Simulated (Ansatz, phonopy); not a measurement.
# GeN (hypothetical, Fm-3m): phonons against volume, part 3 of 3

Aim: how the vibrations of GeN (hypothetical) shift with volume, and the expansion that follows. The crystal structure is hypothetical: it was made by swapping elements on a known structure type.

Ansatz 0.2.0; DFT PBE, scalar-relativistic, plane waves, PAW.

So far, highest frequency (cm⁻¹): step 6 (lattice dynamics at this volume, V/V0 1) 344.

## (10) Lattice dynamics at this volume, V/V0 0.985

Phonons at this volume give one point of F(V, T); meshes stay fixed along the series.

input.yaml

```yaml
crystal:
  lattice:
    - [0.0, 2.23295888, 2.23295888]
    - [2.23295888, 0.0, 2.23295888]
    - [2.23295888, 2.23295888, 0.0]
  atoms:
    - { symbol: Ge, position: [0.0, 0.0, 0.0] }
    - { symbol: "N", position: [0.5, 0.5, 0.5] }
kpoints:
  mp_grid: { grid: [16, 16, 16] }
hamiltonian:
  xc: pbe
scf:
  occupations: { method: methfessel_paxton, width: 0.15 }
output:
  eigenvalues: true
phonons:
  method: dfpt
  qmesh: [4, 4, 4]
  temperatures: { t_max: 1000, t_step: 50 }
  qpath:
    path:
      - [[0.0, 0.0, 0.0], [0.5, 0.0, 0.5], [0.625, 0.25, 0.625]]
      - [[0.375, 0.375, 0.75], [0.0, 0.0, 0.0], [0.5, 0.5, 0.5], [0.5, 0.25, 0.75], [0.5, 0.0, 0.5]]
    npoints: 10
```

On the command line:

```sh
$ ansatz run input.yaml --threads 4 --pin off --max-ram 8192MiB --backend cpu --events-out ev --progress --plain --runs-dir out
```

Numbers of over 12 decimals in the logs are rounded to 6 here.

The log of the run:

```text
[...]
Crystal: 2 atoms, lattice volume = 22.268 Å³
Basis set: ecut = 420 eV, 411 PW (Γ), exchange–correlation on 48×48×48 points (8 copies of the dense FFT grid, shifted against one another)
Bands: 14, of which v1, the nominal top of the filled ones, is band 10 counted from 1 (9 counted from 0)
Symmetry: 48 space group operations
k-points: 145 of 4096
[...]
k-point 144: bands = [... 6 lower, 5.1700, 6.1706, 6.1706, 13.6974, 17.7529, 19.9297, 19.9297, 26.3433]
[...]
ASR residual: 8.254e-5 → 0.000e0 eV/Å²; symmetrization residual: 5.287e-6 eV/Å²
  ASR residual per site (eV/Å²): 2.39e-5 8.25e-5
  Γ frequencies (cm⁻¹): -200.42 -200.42 -200.42 0.00 0.00 0.00
--- Phonons (arbitrary-q DFPT): 8 irreducible q on the 4×4×4 mesh ---
[...]
interpolated dispersion: 62 rows × 6 modes
[...]
[key lines of the parts left out:]
SCF converged after 8 iterations
Free energy (F): -4677.622636 eV
Fermi energy:    13.553303 eV
```

Run time: 3.9 min. Hardware: 4 threads of Arm Neoverse V2, shared host; peak memory 3.3 GiB; 15 min of CPU time.

No LO-TO term. The phonon branches at the labelled points (cm⁻¹):

| point | branch 1 | branch 2 | branch 3 | branch 4 | branch 5 | branch 6 |
| --- | --- | --- | --- | --- | --- | --- |
| Γ | -200 | -200 | -200 | 0 | 0 | 0 |
| halfway | -175 | -175 | 140 | 140 | 171 | 310 |
| X | -151 | -151 | 132 | 195 | 195 | 336 |
| halfway | -171 | -98 | 114 | 202 | 215 | 311 |
| U | -192 | 54 | 82 | 236 | 268 | 270 |
| jump to K | -192 | 54 | 82 | 236 | 268 | 270 |
| halfway | -214 | -194 | 79 | 162 | 232 | 290 |
| Γ | -200 | -200 | -200 | 0 | 0 | 0 |
| halfway | -362 | 54 | 54 | 177 | 177 | 216 |
| L | -327 | 112 | 112 | 305 | 305 | 315 |
| halfway | -237 | 99 | 166 | 189 | 294 | 302 |
| W | -60 | -60 | 179 | 200 | 263 | 263 |
| halfway | -136 | -68 | 98 | 208 | 221 | 297 |
| X | -151 | -151 | 132 | 195 | 195 | 336 |

The phonon branches as a text plot (rows in cm⁻¹):

```
    334 |       *******     ***                   ***          **
    304 |      *       **  *   **              *********      *
    274 |                ** ***               **   *   *******
    244 |    **         *****  ***           *      *      ***
    214 |              ***   **             **       *   *******
    184 |      * ******        * ***       **         *****    **
    154 |   ********            * **                 **    *
    124 |   ***     ****         *        **    *****       * ***
     94 |  **           * ******  ***    *   ***     ***     *
     65 |  *             **     **  **    * *               **
     35 | *                          *  **              *
      5 |*                        **  **
    -25 |                                                  *
    -55 |               *  *               *             **
    -85 |              *    *       *                    * *
   -115 |  *                 **           *                 ***
   -145 |       *******     ****                              ***
   -175 | *    *       **  *   *     *   *              *
   -205 |**  **          **     *    ****              *
   -235 |  **                    ****                 *
   -264 |                         **     *           *
   -294 |                                 *         *
   -324 |                                  *    ****
   -354 |                                   ****
         Γ           X  U|K            Γ         L        W     X
```

The lowest solved frequency is -362 cm⁻¹, so the cell is unstable here and gives no valid free energy.

## (11) Single point at a scaled cell, V/V0 1.03

Symmetry fixes every atom, so a single point at the scaled cell gives the energy and pressure of this member.

The cell differs from the one that the last finished run ended in (a 3.158 → 3.205 Å, b 3.158 → 3.205 Å, c 3.158 → 3.205 Å).

input.yaml, the sections that differ from step 10:

```yaml
crystal:
  lattice:
    - [0.0, 2.2664582514, 2.2664582514]
    - [2.2664582514, 0.0, 2.2664582514]
    - [2.2664582514, 2.2664582514, 0.0]
  atoms:
    - { symbol: Ge, position: [0.0, 0.0, 0.0] }
    - { symbol: "N", position: [0.5, 0.5, 0.5] }
output:
  forces: true
  stress: true
  eigenvalues: true
# kpoints, hamiltonian, scf: as in step 10
# phonons: removed
```

The log of the run:

```text
[...]
Crystal: 2 atoms, lattice volume = 23.285 Å³
Basis set: ecut = 420 eV, 459 PW (Γ), exchange–correlation on 48×48×48 points (8 copies of the dense FFT grid, shifted against one another)
Bands: 14, of which v1, the nominal top of the filled ones, is band 10 counted from 1 (9 counted from 0)
Symmetry: 48 space group operations
[...]
k-points: 145 of 4096
[...]
--- Band table (eV; the first three rows and the last of 145) ---
  k-point 0: bands = [... 6 lower, 8.9785, 10.0112, 10.0112, 10.0112, 21.0552, 21.0552, 21.0552, 23.0494]
  k-point 1: bands = [... 6 lower, 8.3122, 10.0101, 10.0101, 10.5937, 20.4602, 20.7095, 20.7095, 22.9758]
  k-point 2: bands = [... 6 lower, 7.2481, 10.0086, 10.0086, 11.4011, 19.3090, 19.9417, 19.9417, 22.8494]
  k-point 144: bands = [... 6 lower, 4.5276, 5.7260, 5.7260, 12.7836, 16.7329, 18.9553, 18.9553, 25.2358]
[key lines of the parts left out:]
SCF converged after 7 iterations
Free energy (F): -4677.615618 eV
Fermi energy:    12.621393 eV
P = ⅓ Tr σ = -4.4054 GPa (-44.054 kbar)
```

Elapsed: 0.74 s, on 4 threads; peak memory 0.33 GiB; 2.4 s of CPU time.

The run ends at a pressure of -4.41 GPa.

## (12) Phonons, V/V0 1.03

The same q-mesh and k-mesh are kept at every volume, so that much of their error can cancel in the differences.

input.yaml, the sections that differ from step 11:

```yaml
output:
  eigenvalues: true
phonons:
  method: dfpt
  qmesh: [4, 4, 4]
  temperatures: { t_max: 1000, t_step: 50 }
  qpath:
    path:
      - [[0.0, 0.0, 0.0], [0.5, 0.0, 0.5], [0.625, 0.25, 0.625]]
      - [[0.375, 0.375, 0.75], [0.0, 0.0, 0.0], [0.5, 0.5, 0.5], [0.5, 0.25, 0.75], [0.5, 0.0, 0.5]]
    npoints: 10
# crystal, kpoints, hamiltonian, scf: as in step 11
```

The log of the run:

```text
[...]
Crystal: 2 atoms, lattice volume = 23.285 Å³
Basis set: ecut = 420 eV, 459 PW (Γ), exchange–correlation on 48×48×48 points (8 copies of the dense FFT grid, shifted against one another)
Bands: 14, of which v1, the nominal top of the filled ones, is band 10 counted from 1 (9 counted from 0)
Symmetry: 48 space group operations
k-points: 145 of 4096
[...]
k-point 144: bands = [... 6 lower, 4.5275, 5.7260, 5.7260, 12.7835, 16.7329, 18.9553, 18.9553, 25.2358]
[...]
ASR residual: 3.072e-6 → 0.000e0 eV/Å²; symmetrization residual: 3.535e-6 eV/Å²
  ASR residual per site (eV/Å²): 3.07e-6 1.62e-6
  Γ frequencies (cm⁻¹): -225.45 -225.45 -225.45 0.00 0.00 0.00
--- Phonons (arbitrary-q DFPT): 8 irreducible q on the 4×4×4 mesh ---
[...]
interpolated dispersion: 62 rows × 6 modes
[...]
[key lines of the parts left out:]
SCF converged after 9 iterations
Free energy (F): -4677.615618 eV
Fermi energy:    12.621364 eV
```

The job ended after 4.1 min (4 threads; peak memory 3.4 GiB; 16 min of CPU time).

The lowest solved frequency is -367 cm⁻¹, so the cell is unstable here and gives no valid free energy.

## (13) Single point at a scaled cell, V/V0 0.97

Symmetry fixes every atom, so a single point at the scaled cell gives the energy and pressure of this member.

The cell differs from the one that the last finished run ended in (a 3.205 → 3.142 Å, b 3.205 → 3.142 Å, c 3.205 → 3.142 Å).

input.yaml, the sections that differ from step 12:

```yaml
crystal:
  lattice:
    - [0.0, 2.2215660345, 2.2215660345]
    - [2.2215660345, 0.0, 2.2215660345]
    - [2.2215660345, 2.2215660345, 0.0]
  atoms:
    - { symbol: Ge, position: [0.0, 0.0, 0.0] }
    - { symbol: "N", position: [0.5, 0.5, 0.5] }
output:
  forces: true
  stress: true
  eigenvalues: true
# kpoints, hamiltonian, scf: as in step 12
# phonons: removed
```

The log of the run:

```text
[...]
Crystal: 2 atoms, lattice volume = 21.928 Å³
Basis set: ecut = 420 eV, 411 PW (Γ), exchange–correlation on 48×48×48 points (8 copies of the dense FFT grid, shifted against one another)
Bands: 14, of which v1, the nominal top of the filled ones, is band 10 counted from 1 (9 counted from 0)
Symmetry: 48 space group operations
[...]
k-points: 145 of 4096
[...]
--- Band table (eV; the first three rows and the last of 145) ---
  k-point 0: bands = [... 6 lower, 10.5062, 10.8900, 10.8900, 10.8900, 22.6798, 22.6798, 22.6798, 24.2374]
  k-point 1: bands = [... 6 lower, 9.5490, 10.8882, 10.8882, 11.7534, 21.9627, 22.2736, 22.2736, 24.2349]
  k-point 2: bands = [... 6 lower, 8.3558, 10.8856, 10.8856, 12.6639, 20.7076, 21.4215, 21.4215, 24.1510]
  k-point 144: bands = [... 6 lower, 5.3952, 6.3279, 6.3279, 14.0228, 18.1135, 20.2717, 20.2717, 26.7361]
[key lines of the parts left out:]
SCF converged after 6 iterations
Free energy (F): -4677.614557 eV
Fermi energy:    13.883928 eV
P = ⅓ Tr σ = 5.1790 GPa (51.790 kbar)
```

Elapsed: 0.69 s, on 4 threads; peak memory 0.33 GiB.

The run ends at a pressure of 5.18 GPa.

## (14) Phonons, V/V0 0.97

Phonons at this volume give one point of F(V, T); meshes stay fixed along the series.

input.yaml, the sections that differ from step 13:

```yaml
output:
  eigenvalues: true
phonons:
  method: dfpt
  qmesh: [4, 4, 4]
  temperatures: { t_max: 1000, t_step: 50 }
  qpath:
    path:
      - [[0.0, 0.0, 0.0], [0.5, 0.0, 0.5], [0.625, 0.25, 0.625]]
      - [[0.375, 0.375, 0.75], [0.0, 0.0, 0.0], [0.5, 0.5, 0.5], [0.5, 0.25, 0.75], [0.5, 0.0, 0.5]]
    npoints: 10
# crystal, kpoints, hamiltonian, scf: as in step 13
```

The log of the run:

```text
[...]
Crystal: 2 atoms, lattice volume = 21.928 Å³
Basis set: ecut = 420 eV, 411 PW (Γ), exchange–correlation on 48×48×48 points (8 copies of the dense FFT grid, shifted against one another)
Bands: 14, of which v1, the nominal top of the filled ones, is band 10 counted from 1 (9 counted from 0)
Symmetry: 48 space group operations
k-points: 145 of 4096
[...]
k-point 144: bands = [... 6 lower, 5.3952, 6.3279, 6.3279, 14.0227, 18.1135, 20.2716, 20.2716, 26.7361]
[...]
ASR residual: 4.971e-5 → 0.000e0 eV/Å²; symmetrization residual: 5.520e-6 eV/Å²
  ASR residual per site (eV/Å²): 1.38e-5 4.97e-5
  Γ frequencies (cm⁻¹): -190.12 -190.12 -190.12 0.00 0.00 0.00
--- Phonons (arbitrary-q DFPT): 8 irreducible q on the 4×4×4 mesh ---
[...]
interpolated dispersion: 62 rows × 6 modes
[...]
[key lines of the parts left out:]
SCF converged after 8 iterations
Free energy (F): -4677.614557 eV
Fermi energy:    13.883837 eV
```

Run time: 3.9 min. Hardware: 4 threads; peak memory 3.3 GiB; 15 min of CPU time.

The lowest solved frequency is -359 cm⁻¹, so the cell is unstable here and gives no valid free energy.

## (15) A cell at another volume, V/V0 1.05

Symmetry fixes every atom, so a single point at the scaled cell gives the energy and pressure of this member.

The cell differs from the one that the last finished run ended in (a 3.142 → 3.226 Å, b 3.142 → 3.226 Å, c 3.142 → 3.226 Å).

input.yaml, the sections that differ from step 14:

```yaml
crystal:
  lattice:
    - [0.0, 2.2810339462, 2.2810339462]
    - [2.2810339462, 0.0, 2.2810339462]
    - [2.2810339462, 2.2810339462, 0.0]
  atoms:
    - { symbol: Ge, position: [0.0, 0.0, 0.0] }
    - { symbol: "N", position: [0.5, 0.5, 0.5] }
output:
  forces: true
  stress: true
  eigenvalues: true
# kpoints, hamiltonian, scf: as in step 14
# phonons: removed
```

The log of the run:

```text
[...]
Crystal: 2 atoms, lattice volume = 23.737 Å³
Basis set: ecut = 420 eV, 459 PW (Γ), exchange–correlation on 48×48×48 points (8 copies of the dense FFT grid, shifted against one another)
Bands: 14, of which v1, the nominal top of the filled ones, is band 10 counted from 1 (9 counted from 0)
Symmetry: 48 space group operations
[...]
k-points: 145 of 4096
[...]
--- Band table (eV; the first three rows and the last of 145) ---
  k-point 0: bands = [... 6 lower, 8.5082, 9.7396, 9.7396, 9.7396, 20.5532, 20.5532, 20.5532, 22.6817]
  k-point 1: bands = [... 6 lower, 7.9122, 9.7383, 9.7383, 10.2529, 19.9884, 20.2236, 20.2236, 22.5910]
  k-point 2: bands = [... 6 lower, 6.8956, 9.7370, 9.7370, 11.0221, 18.8702, 19.4818, 19.4818, 22.4517]
  k-point 144: bands = [... 6 lower, 4.2566, 5.5403, 5.5403, 12.4038, 16.3070, 18.5446, 18.5446, 24.7742]
[key lines of the parts left out:]
SCF converged after 7 iterations
Free energy (F): -4677.599533 eV
Fermi energy:    12.234282 eV
P = ⅓ Tr σ = -6.9584 GPa (-69.584 kbar)
```

Run time: 0.77 s. Hardware: 4 threads; peak memory 0.33 GiB.

The run ends at a pressure of -6.96 GPa.

## (16) Lattice dynamics at this volume, V/V0 1.05

The same q-mesh and k-mesh are kept at every volume, so that much of their error can cancel in the differences.

input.yaml, the sections that differ from step 15:

```yaml
output:
  eigenvalues: true
phonons:
  method: dfpt
  qmesh: [4, 4, 4]
  temperatures: { t_max: 1000, t_step: 50 }
  qpath:
    path:
      - [[0.0, 0.0, 0.0], [0.5, 0.0, 0.5], [0.625, 0.25, 0.625]]
      - [[0.375, 0.375, 0.75], [0.0, 0.0, 0.0], [0.5, 0.5, 0.5], [0.5, 0.25, 0.75], [0.5, 0.0, 0.5]]
    npoints: 10
# crystal, kpoints, hamiltonian, scf: as in step 15
```

The log of the run:

```text
[...]
Crystal: 2 atoms, lattice volume = 23.737 Å³
Basis set: ecut = 420 eV, 459 PW (Γ), exchange–correlation on 48×48×48 points (8 copies of the dense FFT grid, shifted against one another)
Bands: 14, of which v1, the nominal top of the filled ones, is band 10 counted from 1 (9 counted from 0)
Symmetry: 48 space group operations
k-points: 145 of 4096
[...]
k-point 144: bands = [... 6 lower, 4.2566, 5.5402, 5.5402, 12.4037, 16.3070, 18.5445, 18.5445, 24.7742]
[...]
ASR residual: 1.144e-6 → 0.000e0 eV/Å²; symmetrization residual: 3.798e-6 eV/Å²
  ASR residual per site (eV/Å²): 5.38e-7 1.14e-6
  Γ frequencies (cm⁻¹): -234.48 -234.48 -234.48 0.00 0.00 0.00
--- Phonons (arbitrary-q DFPT): 8 irreducible q on the 4×4×4 mesh ---
[...]
interpolated dispersion: 62 rows × 6 modes
[...]
[key lines of the parts left out:]
SCF converged after 9 iterations
Free energy (F): -4677.599533 eV
Fermi energy:    12.234259 eV
```

Run time: 4.2 min. Hardware: 4 threads; peak memory 3.4 GiB; 16 min of CPU time.

The lowest solved frequency is -367 cm⁻¹, so the cell is unstable here and gives no valid free energy.

## (17) How the modes move with volume

This step: DFT PBE, scalar-relativistic, plane waves, PAW (phonopy 4.10.0).

Volume series, by row:

| V/V0 | V (Å³/atom) | pressure (GPa) | E - E0 (meV/atom) | gap (eV) | zero-point energy (meV/atom) | lowest on the path (cm⁻¹) | highest at Gamma without the LO-TO term (cm⁻¹) |
| --- | --- | --- | --- | --- | --- | --- | --- |
| 0.97 | 10.96 | 5.179 | 5.352 | 0 | - | -366.6 | 0 |
| 0.985 | 11.13 | 2.48 | 1.299 | 0 | - | -369.1 | 0 |
| 1 | 11.3 | -0.006 | 0 | 0 | - | -370.9 | 0 |
| 1.015 | 11.47 | -2.297 | 1.212 | 0 | - | -372.2 | 0 |
| 1.03 | 11.64 | -4.405 | 4.778 | 0 | - | -372.9 | 0 |
| 1.05 | 11.87 | -6.958 | 12.81 | 0 | - | -373.2 | 0 |

Table of optical frequency at Gamma without the LO-TO term, mode 1 by V/V0:

| V/V0 | optical frequency at Gamma without the LO-TO term, mode 1 (cm⁻¹) |
| --- | --- |
| 0.9700 | -190 |
| 0.9850 | -200 |
| 1.0000 | -210 |
| 1.0150 | -218 |
| 1.0300 | -225 |
| 1.0500 | -234 |

## (18) What came out

```
lowest frequency over the volumes : -373 cm⁻¹
```

In words: Imaginary modes appear at V/V0 = 0.97, 0.985, 1, 1.015, 1.03 and 1.05, so too few stable volumes remain for a free-energy fit. Mode Grüneisen parameters diverge near a vanishing branch and are not given. The softest solved mode at V/V0 = 1.05 is 367i cm⁻¹ at q = (0, 0, 0.25), and 8 of 8 solved wavevectors carry a mode beyond 8i cm⁻¹. In a metal soft modes also hang on the k-mesh and the smearing, which were not converged here. The cell has an odd number of electrons and the run has no spin polarisation, so it is forced to be a metal; the real compound may order or distort.

[Logs are printed without paths, hosts, clocks, repeated set-up lines and the standing remarks that a program may print on its own settings, such as how far it seeks lower states.]

[Hosts, paths, dates, database ids (printed as entryN), source tags and the programs' standing remarks are cut or masked in the printed files.]

[A step with changed settings may run another functional than the one named; its input shows which.]

[Of the runs on displaced cells, only some may be shown.]
